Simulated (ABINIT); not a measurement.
# CaO (Fm-3m): how ε∞ follows the gap

The empty bands of CaO (Fm-3m) are shifted up rigidly by Δ, and ε∞ is computed for each shift.

Cell: a, b, c = 3.403, 3.403, 3.403 Å (primitive vectors), 2 atoms.

Method: ABINIT 10.8.3, PBE, independent particles, k-mesh 12×12×12, Lorentzian half width 0.04 eV.

Launch of the response step: `optic optic.abi`. The series took 38 s in all, its band step included, on 4 threads of Arm Neoverse V2 (shared host).

| Δ (eV) | ε∞ |
| --- | --- |
| 0.00 | 3.821 |
| 0.40 | ? |
| 0.80 | 3.580 |
| 1.20 | 3.477 |
| 1.60 | 3.383 |
| 2.00 | 3.297 |

With one effective transition at E₀ and fixed dipole strength, ε∞ − 1 = A/(E₀ + Δ), so 1/(ε∞ − 1) is linear in Δ.

Working, on the rows shown:

| x = Δ (eV) | y = 1/(ε∞ − 1) |
| --- | --- |
| 0 | 0.354484 |
| 0.8 | 0.387597 |
| 1.2 | 0.403714 |
| 1.6 | 0.419639 |
| 2 | 0.43535 |

Means: x̄ = 1.12, ȳ = 0.40016. Σ(x − x̄)(y − ȳ) = 0.09578, Σ(x − x̄)² = 2.368. Slope = 0.09578 / 2.368 = 0.04045; intercept = ȳ − slope · x̄ = 0.35486. Turned back into ε∞, the line misses the rows shown by at most 0.003.

Q: What does the fit predict for the withheld row, and how well does it do?

A: At x = 0.4 the line gives y = 0.37103, that is 3.695. The run gave 3.694, so the interpolation is off by 0.0012, 0.2 % of the range in the table.

Refitted with all rows, the slope is 0.04041 and the intercept 0.35492. These give E₀ = intercept/slope = 8.8 eV, far above the least direct gap of 4.04 eV: most of the screening comes from transitions well over the edge. Over the first step ε∞ falls by 8 % per eV. Excitons are left out and so are local fields; PBE gaps are as a rule too small. The values come from a sum over the points of one k-mesh and carry its error, which grows as the direct gap shrinks.
